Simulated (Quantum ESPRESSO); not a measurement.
**CrO2: spin-resolved density of states**

Aim: the densities of states of CrO2 in the lowest state of several starts.

Method: LDA; plane waves with GBRV 1.5 LDA potentials, no spin-orbit coupling, in Quantum ESPRESSO 7.5.

**1. The starting structure**

The structure is tetragonal, space group P4_2/mnm (No. 136). The conventional cell has a = 4.421 Å, b = 4.421 Å, c = 2.917 Å, α = 90.00°, β = 90.00°, γ = 90.00°. Nearest to Cr lie 6 O at 1.88 to 1.92 Å. Nearest to O lie 3 Cr at 1.88 to 1.92 Å. Farther neighbours and most contacts between anions are not listed.

The cell comes from the Crystallography Open Database.

**2. The magnetic state**

This state came out lowest in a comparison of starts that is told elsewhere.

Contents of pw.in:

```
&CONTROL
  calculation = 'scf'
  prefix = 'pwscf'
  outdir = './tmp'
  pseudo_dir = './pseudo'
  disk_io = 'low'
/
&SYSTEM
  ibrav = 0
  celldm(1) = 8
  nat = 6
  ntyp = 2
  ecutwfc = 40
  ecutrho = 280
  nbnd = 43
  occupations = 'smearing'
  smearing = 'fd'
  degauss = 0.00367493
  nspin = 2
  starting_magnetization(1) = 0.2143
  starting_magnetization(2) = 0
/
&ELECTRONS
  conv_thr = 1.2d-08
  electron_maxstep = 150
  mixing_beta = 0.3
/
ATOMIC_SPECIES
Cr     51.9961 cr_lda_v1.5.uspp.F.UPF
O      15.9990 o_lda_v1.2.uspp.F.UPF
CELL_PARAMETERS alat
   1.0443098996213    0.0000000000000    0.0000000000000
   0.0000000000000    1.0443098996213    0.0000000000000
   0.0000000000000    0.0000000000000    0.6890413881917
ATOMIC_POSITIONS crystal
Cr      0.0000000000    0.0000000000    0.0000000000
Cr      0.5000000000    0.5000000000    0.5000000000
O       0.3010000000    0.3010000000    0.0000000000
O       0.1990000000    0.8010000000    0.5000000000
O       0.6990000000    0.6990000000    0.0000000000
O       0.8010000000    0.1990000000    0.5000000000
K_POINTS automatic
6 6 6 0 0 0
```

Launch:

```bash
$ OMP_NUM_THREADS=1 mpirun -n 4 pw.x -nk 4 -in pw.in > pw.out
```

Output:

```text
Program PWSCF v.7.5 starts

     Message from routine setup:
     using ibrav=0 with symmetry is DISCOURAGED, use correct ibrav instead

     K-points division:     npool     =       4
     Subspace diagonalization in iterative solution of the eigenvalue problem:

     bravais-lattice index     =            0
     lattice parameter (alat)  =       8.0000  a.u.
     unit-cell volume          =     384.7460 (a.u.)^3
     number of atoms/cell      =            6
     number of atomic types    =            2
     number of electrons       =        52.00
     number of Kohn-Sham states=           43
     kinetic-energy cutoff     =      40.0000  Ry
     charge density cutoff     =     280.0000  Ry
     scf convergence threshold =      1.2E-08
     mixing beta               =       0.3000
     number of iterations used =            8  plain     mixing
     Exchange-correlation= SLA  PZ   NOGX NOGC
                           (   1   1   0   0   0   0   0)

     celldm(1)=   8.000000  celldm(2)=   0.000000  celldm(3)=   0.000000
     celldm(4)=   0.000000  celldm(5)=   0.000000  celldm(6)=   0.000000

     crystal axes: (cart. coord. in units of alat)
               a(1) = (   1.044310   0.000000   0.000000 )
               a(2) = (   0.000000   1.044310   0.000000 )
               a(3) = (   0.000000   0.000000   0.689041 )

     reciprocal axes: (cart. coord. in units 2 pi/alat)
               b(1) = (  0.957570  0.000000  0.000000 )
               b(2) = (  0.000000  0.957570  0.000000 )
               b(3) = (  0.000000  0.000000  1.451292 )

     PseudoPot. # 1 for Cr read from file:
     cr_lda_v1.5.uspp.F.UPF
     Pseudo is Ultrasoft + core correction, Zval = 14.0

     PseudoPot. # 2 for O  read from file:
     o_lda_v1.2.uspp.F.UPF
     Pseudo is Ultrasoft + core correction, Zval =  6.0

     atomic species   valence    mass     pseudopotential
     Cr               14.00    51.99610     Cr( 1.00)
     O                 6.00    15.99900     O ( 1.00)

     Starting magnetic structure
     atomic species   magnetization
     Cr              0.214
     O               0.000

     16 Sym. Ops., with inversion, found ( 8 have fractional translation)

   Cartesian axes

     site n.     atom                  positions (alat units)
         1        Cr     tau(   1) = (   0.0000000   0.0000000   0.0000000  )
         2        Cr     tau(   2) = (   0.5221549   0.5221549   0.3445207  )
         3        O      tau(   3) = (   0.3143373   0.3143373   0.0000000  )
         4        O      tau(   4) = (   0.2078177   0.8364922   0.3445207  )
         5        O      tau(   5) = (   0.7299726   0.7299726   0.0000000  )
         6        O      tau(   6) = (   0.8364922   0.2078177   0.3445207  )

     number of k points=    40  Fermi-Dirac smearing, width (Ry)=  0.0037
                       cart. coord. in units 2pi/alat
        k(    1) = (   0.0000000   0.0000000   0.0000000), wk =   0.0046296
        k(    2) = (   0.0000000   0.0000000   0.2418819), wk =   0.0092593
        k(    3) = (   0.0000000   0.0000000   0.4837639), wk =   0.0092593
        k(    4) = (   0.0000000   0.0000000  -0.7256458), wk =   0.0046296
        k(    5) = (   0.0000000   0.1595950   0.0000000), wk =   0.0185185
        [... 35 further k-points ...]

     Dense  grid:    30497 G-vectors     FFT dimensions: (  48,  48,  30)

     Smooth grid:    13155 G-vectors     FFT dimensions: (  36,  36,  24)

     Check: negative core charge=   -0.000008
     Generating pointlists ...
     new r_m :   0.1834 (alat units)  1.4670 (a.u.) for type    1
     new r_m :   0.1834 (alat units)  1.4670 (a.u.) for type    2

     Initial potential from superposition of free atoms

     starting charge      50.0000, renormalised to      52.0000

     negative rho (up, down):  1.643E-03 1.057E-03
     Starting wfcs are   36 randomized atomic wfcs +    7 random wfcs

     Self-consistent Calculation

     iteration #  1     ecut=    40.00 Ry     beta= 0.30
     Davidson diagonalization with overlap
     ethr =  1.00E-02,  avg # of iterations =  5.3

     negative rho (up, down):  1.421E-03 1.927E-03

     total energy              =    -479.57831759 Ry
     estimated scf accuracy    <       3.40161385 Ry

     total magnetization       =     4.00 Bohr mag/cell
     absolute magnetization    =     4.09 Bohr mag/cell

     iteration #  2     ecut=    40.00 Ry     beta= 0.30
     Davidson diagonalization with overlap
     ethr =  6.54E-03,  avg # of iterations =  1.6

     negative rho (up, down):  8.848E-04 2.058E-03

     total energy              =    -480.07156265 Ry
     estimated scf accuracy    <       1.64090056 Ry

     total magnetization       =     3.95 Bohr mag/cell
     absolute magnetization    =     4.53 Bohr mag/cell

     [... further iterations left out ...]

     iteration # 11     ecut=    40.00 Ry     beta= 0.30
     Davidson diagonalization with overlap
     ethr =  2.06E-10,  avg # of iterations =  1.9

     negative rho (up, down):  0.000E+00 3.400E-03

     total energy              =    -480.38903903 Ry
     estimated scf accuracy    <       0.00000022 Ry

     total magnetization       =     4.00 Bohr mag/cell
     absolute magnetization    =     4.45 Bohr mag/cell

     iteration # 12     ecut=    40.00 Ry     beta= 0.30
     Davidson diagonalization with overlap
     ethr =  2.06E-10,  avg # of iterations =  1.5

     negative rho (up, down):  0.000E+00 3.400E-03

     Magnetic moment per site  (integrated on atomic sphere of radius R)
     atom   1 (R=0.183)  charge= 10.5353  magn=  1.6944
     atom   2 (R=0.183)  charge= 10.5353  magn=  1.6944
     atom   3 (R=0.183)  charge=  5.1886  magn= -0.0468
     atom   4 (R=0.183)  charge=  5.1886  magn= -0.0468
     atom   5 (R=0.183)  charge=  5.1886  magn= -0.0468
     atom   6 (R=0.183)  charge=  5.1886  magn= -0.0468

     End of self-consistent calculation

     [... lines left out ...]
     the Fermi energy is    10.5213 ev

!    total energy              =    -480.38903908 Ry
     estimated scf accuracy    <          2.9E-09 Ry
     smearing contrib. (-TS)   =      -0.00100149 Ry
     internal energy E=F+TS    =    -480.38803759 Ry

     The total energy is F=E-TS. E is the sum of the following terms:
     one-electron contribution =    -203.15251409 Ry
     hartree contribution      =     127.21528596 Ry
     xc contribution           =     -72.81445609 Ry
     ewald contribution        =    -331.63635336 Ry

     total magnetization       =     4.00 Bohr mag/cell
     absolute magnetization    =     4.45 Bohr mag/cell

     convergence has been achieved in  12 iterations

=------------------------------------------------------------------------------=
   JOB DONE.
=------------------------------------------------------------------------------=
```

It took 31 s on 4 MPI ranks of Arm Neoverse V1, shared host; peak memory 0.43 GiB; 2.1 min of CPU time.

Spin moment in the atom's sphere by atom:

```
atom  spin moment in the atom's sphere (μB)
 Cr1                                   1.69
 Cr2                                   1.69
  O3                                  -0.05
  O4                                  -0.05
  O5                                  -0.05
  O6                                  -0.05
```

Numbers from this step:

| Property | Result |
| --- | --- |
| smearing term TS | 0.01363 eV |
| magnetization | 4 μB |
| absolute magnetization | 4.452 μB |
| final state | ferromagnetic |

**3. Post-processing**

Contents of projwfc.in:

```
&PROJWFC
  prefix = 'pwscf'
  outdir = './tmp'
  filpdos = 'pdos'
  ngauss = 0
  degauss = 0.01
  DeltaE = 0.05
  Emin = 1.52
  Emax = 15.52
/
```

Launch:

```bash
$ OMP_NUM_THREADS=1 mpirun -n 4 projwfc.x -nk 4 -in projwfc.in > projwfc.out
```

Output:

```text
[banner, memory and clock lines left out]
Program PROJWFC v.7.5 starts

     [... lines left out ...]
     IMPORTANT: XC functional enforced from input :
     Exchange-correlation= PZ
                           (   1   1   0   0   0   0   0)
     Any further DFT definition will be discarded
     Please, verify this is what you really want

     G-vector sticks info

     Check: negative core charge=   -0.000008

     negative rho (up, down):  0.000E+00 3.400E-03

     Gaussian broadening (read from input): ngauss,degauss=   0    0.010000

     Calling projwave ....

  Problem Sizes
  natomwfc =           36
  nbnd     =           43
  nkstot   =           80
  npwx     =         1663
  nkb      =           88

     Atomic states used for projection
     (read from pseudopotential files):

     state #   1: atom   1 (Cr ), wfc  1 (l=0 m= 1)
     state #   2: atom   1 (Cr ), wfc  2 (l=1 m= 1)
     state #   3: atom   1 (Cr ), wfc  2 (l=1 m= 2)
     state #   4: atom   1 (Cr ), wfc  2 (l=1 m= 3)
     state #   5: atom   1 (Cr ), wfc  3 (l=0 m= 1)
     state #   6: atom   1 (Cr ), wfc  4 (l=2 m= 1)
     state #   7: atom   1 (Cr ), wfc  4 (l=2 m= 2)
     state #   8: atom   1 (Cr ), wfc  4 (l=2 m= 3)
     state #   9: atom   1 (Cr ), wfc  4 (l=2 m= 4)
     state #  10: atom   1 (Cr ), wfc  4 (l=2 m= 5)
     state #  11: atom   2 (Cr ), wfc  1 (l=0 m= 1)
     state #  12: atom   2 (Cr ), wfc  2 (l=1 m= 1)
     state #  13: atom   2 (Cr ), wfc  2 (l=1 m= 2)
     state #  14: atom   2 (Cr ), wfc  2 (l=1 m= 3)
     state #  15: atom   2 (Cr ), wfc  3 (l=0 m= 1)
     state #  16: atom   2 (Cr ), wfc  4 (l=2 m= 1)
     state #  17: atom   2 (Cr ), wfc  4 (l=2 m= 2)
     state #  18: atom   2 (Cr ), wfc  4 (l=2 m= 3)
     state #  19: atom   2 (Cr ), wfc  4 (l=2 m= 4)
     state #  20: atom   2 (Cr ), wfc  4 (l=2 m= 5)
     state #  21: atom   3 (O  ), wfc  1 (l=0 m= 1)
     state #  22: atom   3 (O  ), wfc  2 (l=1 m= 1)
     state #  23: atom   3 (O  ), wfc  2 (l=1 m= 2)
     state #  24: atom   3 (O  ), wfc  2 (l=1 m= 3)
     state #  25: atom   4 (O  ), wfc  1 (l=0 m= 1)
     state #  26: atom   4 (O  ), wfc  2 (l=1 m= 1)
     state #  27: atom   4 (O  ), wfc  2 (l=1 m= 2)
     state #  28: atom   4 (O  ), wfc  2 (l=1 m= 3)
     state #  29: atom   5 (O  ), wfc  1 (l=0 m= 1)
     state #  30: atom   5 (O  ), wfc  2 (l=1 m= 1)
     state #  31: atom   5 (O  ), wfc  2 (l=1 m= 2)
     state #  32: atom   5 (O  ), wfc  2 (l=1 m= 3)
     state #  33: atom   6 (O  ), wfc  1 (l=0 m= 1)
     state #  34: atom   6 (O  ), wfc  2 (l=1 m= 1)
     state #  35: atom   6 (O  ), wfc  2 (l=1 m= 2)
     state #  36: atom   6 (O  ), wfc  2 (l=1 m= 3)

 [... projections of the bands left out ...]

Lowdin Charges:

     Atom #   1: total charge =  12.5764, s =  2.4443, p =  5.9959, d =  4.1361,
                 spin up      =   7.3502, s =  1.2302,
                 spin up      =   7.3502, p =  2.9982, pz=  0.9993, px=  0.9995, py=  0.9995,
                 spin up      =   7.3502, d =  3.1217, dz2=  0.8033, dxz=  0.5710, dyz=  0.5710, dx2-y2=  0.6036, dxy=  0.5728,
                 spin down    =   5.2262, s =  1.2141,
                 spin down    =   5.2262, p =  2.9977, pz=  0.9990, px=  0.9993, py=  0.9993,
                 spin down    =   5.2262, d =  1.0144, dz2=  0.1535, dxz=  0.2214, dyz=  0.2214, dx2-y2=  0.1765, dxy=  0.2415,
                 polarization =   2.1239, s =  0.0161, p =  0.0005, d =  2.1073,
     Atom #   2: total charge =  12.5764, s =  2.4443, p =  5.9959, d =  4.1361,
                 spin up      =   7.3502, s =  1.2302,
                 spin up      =   7.3502, p =  2.9982, pz=  0.9993, px=  0.9995, py=  0.9995,
                 spin up      =   7.3502, d =  3.1217, dz2=  0.8033, dxz=  0.5710, dyz=  0.5710, dx2-y2=  0.6036, dxy=  0.5728,
                 spin down    =   5.2262, s =  1.2141,
                 spin down    =   5.2262, p =  2.9977, pz=  0.9990, px=  0.9993, py=  0.9993,
                 spin down    =   5.2262, d =  1.0144, dz2=  0.1535, dxz=  0.2214, dyz=  0.2214, dx2-y2=  0.1765, dxy=  0.2415,
                 polarization =   2.1239, s =  0.0161, p =  0.0005, d =  2.1073,
     Atom #   3: total charge =   6.6707, s =  1.8063, p =  4.8643, d =  0.0000,
                 spin up      =   3.3015, s =  0.9030,
                 spin up      =   3.3015, p =  2.3985, pz=  0.8062, px=  0.7961, py=  0.7961,
                 spin up      =   3.3015, d =  0.0000, dz2=  0.0000, dxz=  0.0000, dyz=  0.0000, dx2-y2=  0.0000, dxy=  0.0000,
                 spin down    =   3.3692, s =  0.9033,
                 spin down    =   3.3692, p =  2.4659, pz=  0.8168, px=  0.8246, py=  0.8246,
                 spin down    =   3.3692, d =  0.0000, dz2=  0.0000, dxz=  0.0000, dyz=  0.0000, dx2-y2=  0.0000, dxy=  0.0000,
                 polarization =  -0.0677, s = -0.0003, p = -0.0674, d =  0.0000,
     Atom #   4: total charge =   6.6707, s =  1.8063, p =  4.8643, d =  0.0000,
                 spin up      =   3.3015, s =  0.9030,
                 spin up      =   3.3015, p =  2.3985, pz=  0.8062, px=  0.7961, py=  0.7961,
                 spin up      =   3.3015, d =  0.0000, dz2=  0.0000, dxz=  0.0000, dyz=  0.0000, dx2-y2=  0.0000, dxy=  0.0000,
                 spin down    =   3.3692, s =  0.9033,
                 spin down    =   3.3692, p =  2.4659, pz=  0.8168, px=  0.8246, py=  0.8246,
                 spin down    =   3.3692, d =  0.0000, dz2=  0.0000, dxz=  0.0000, dyz=  0.0000, dx2-y2=  0.0000, dxy=  0.0000,
                 polarization =  -0.0677, s = -0.0003, p = -0.0674, d =  0.0000,
     Atom #   5: total charge =   6.6707, s =  1.8063, p =  4.8643, d =  0.0000,
                 spin up      =   3.3015, s =  0.9030,
                 spin up      =   3.3015, p =  2.3985, pz=  0.8062, px=  0.7961, py=  0.7961,
                 spin up      =   3.3015, d =  0.0000, dz2=  0.0000, dxz=  0.0000, dyz=  0.0000, dx2-y2=  0.0000, dxy=  0.0000,
                 spin down    =   3.3692, s =  0.9033,
                 spin down    =   3.3692, p =  2.4659, pz=  0.8168, px=  0.8246, py=  0.8246,
                 spin down    =   3.3692, d =  0.0000, dz2=  0.0000, dxz=  0.0000, dyz=  0.0000, dx2-y2=  0.0000, dxy=  0.0000,
                 polarization =  -0.0677, s = -0.0003, p = -0.0674, d =  0.0000,
     Atom #   6: total charge =   6.6707, s =  1.8063, p =  4.8643, d =  0.0000,
                 spin up      =   3.3015, s =  0.9030,
                 spin up      =   3.3015, p =  2.3985, pz=  0.8062, px=  0.7961, py=  0.7961,
                 spin up      =   3.3015, d =  0.0000, dz2=  0.0000, dxz=  0.0000, dyz=  0.0000, dx2-y2=  0.0000, dxy=  0.0000,
                 spin down    =   3.3692, s =  0.9033,
                 spin down    =   3.3692, p =  2.4659, pz=  0.8168, px=  0.8246, py=  0.8246,
                 spin down    =   3.3692, d =  0.0000, dz2=  0.0000, dxz=  0.0000, dyz=  0.0000, dx2-y2=  0.0000, dxy=  0.0000,
                 polarization =  -0.0677, s = -0.0003, p = -0.0674, d =  0.0000,
     Spilling Parameter:   0.0032
```

Wall time 1.8 s (4 MPI ranks); peak memory 0.07 GiB; 7.3 s of CPU time.

The density of states has structure finer than the step of the table below, so its rows give means over 0.5 eV, whole bins alone (the curve runs from -9.00 to 5.05 eV). Peaks (eV: height): up -6.45: 3.49, -4.20: 3.04, -3.70: 3.28, -0.60: 4.99; down -6.10: 3.43, -3.45: 3.18, -2.10: 3, 1.75: 5.05; Cr1 d up -6.45: 0.45, -0.60: 2.06, 0.65: 0.896, 3.15: 0.627; Cr1 d down -5.00: 0.337, 1.75: 2.21, 4.30: 0.798; O3 p up -6.45: 0.615, -4.20: 0.597, -3.70: 0.611, -2.20: 0.377.

Gaussian broadening of 0.136 eV on the SCF mesh. Density of states against energy, zero at the Fermi level; means over each step; values in states/eV/cell:

```
energy (eV)      up     down  Cr1 d up  Cr1 d down  O3 p up  O3 p down
       -8.5       0        0         0           0        0          0
       -8.0  0.0129   3.8e-5   0.00127           0  0.00215     5.5e-6
       -7.5   0.428   0.0451    0.0561     0.00328   0.0690    0.00812
       -7.0    1.40    0.616     0.182      0.0596    0.233      0.110
       -6.5    3.11     2.04     0.393       0.180    0.548      0.385
       -6.0    2.44     3.04     0.387       0.294    0.402      0.585
       -5.5    1.88     2.03     0.304       0.246    0.303      0.368
       -5.0    1.94     2.14     0.233       0.268    0.346      0.387
       -4.5    2.01     2.19     0.200       0.178    0.382      0.437
       -4.0    2.76     2.52     0.275       0.145    0.532      0.537
       -3.5    2.37     2.54     0.290       0.157    0.434      0.541
       -3.0    1.93     1.99     0.244       0.143    0.353      0.418
       -2.5    1.67     1.97     0.203       0.111    0.309      0.429
       -2.0    1.48     2.21     0.111      0.0689    0.310      0.511
       -1.5   0.818    0.574     0.211     0.00755   0.0965      0.138
       -1.0    2.48   0.0928     0.934      3.6e-4    0.144     0.0229
       -0.5    4.10   1.0e-4      1.63           0    0.198     2.4e-5
        0.0    1.93  0.00708     0.654     0.00338    0.151     2.7e-5
        0.5    2.29     1.22     0.715       0.570    0.211     0.0154
        1.0   0.963     3.01     0.305        1.35   0.0856     0.0650
        1.5   0.822     3.74     0.308        1.62   0.0282      0.111
        2.0    1.07     3.19     0.368        1.29   0.0598      0.144
        2.5    1.53    0.848     0.481       0.323    0.114     0.0483
        3.0    1.72     1.05     0.504       0.414    0.158     0.0280
        3.5    1.53     1.45     0.428       0.531    0.157     0.0685
        4.0    1.21     1.79     0.326       0.612    0.133      0.114
        4.5   0.108     2.07    0.0292       0.671   0.0120      0.165
```

**4. What came out**

```yaml
state: ferromagnetic
largest_moment_in_a_sphere: 1.69 μB
```

What this shows: Distinct peaks of the density of states (up) stand at -6.45, -4.20, -3.70, -0.60 and 0.65 eV; the one at -0.601 eV is strongest. These are Kohn–Sham states without spin–orbit coupling, on the mesh of the self-consistent run. No Hubbard term acts here. In such compounds local and semilocal functionals without one often delocalise the d electrons, and can shrink or lose moments and miss the size, sign and order of the couplings.

[Logs and program files are shortened in this print: banners, set-up blocks, solver, clock and traceback lines can be left out without a mark of their own.]

[Logs are printed without paths, hosts, clocks, repeated set-up lines and the standing remarks that a program may print on its own settings, such as how far it seeks lower states.]

[Hosts, paths, dates, database ids (printed as entryN), source tags and the programs' standing remarks are cut or masked in the printed files.]

[Where a cell is said to come from a database of computed structures, the database is the Materials Project.]
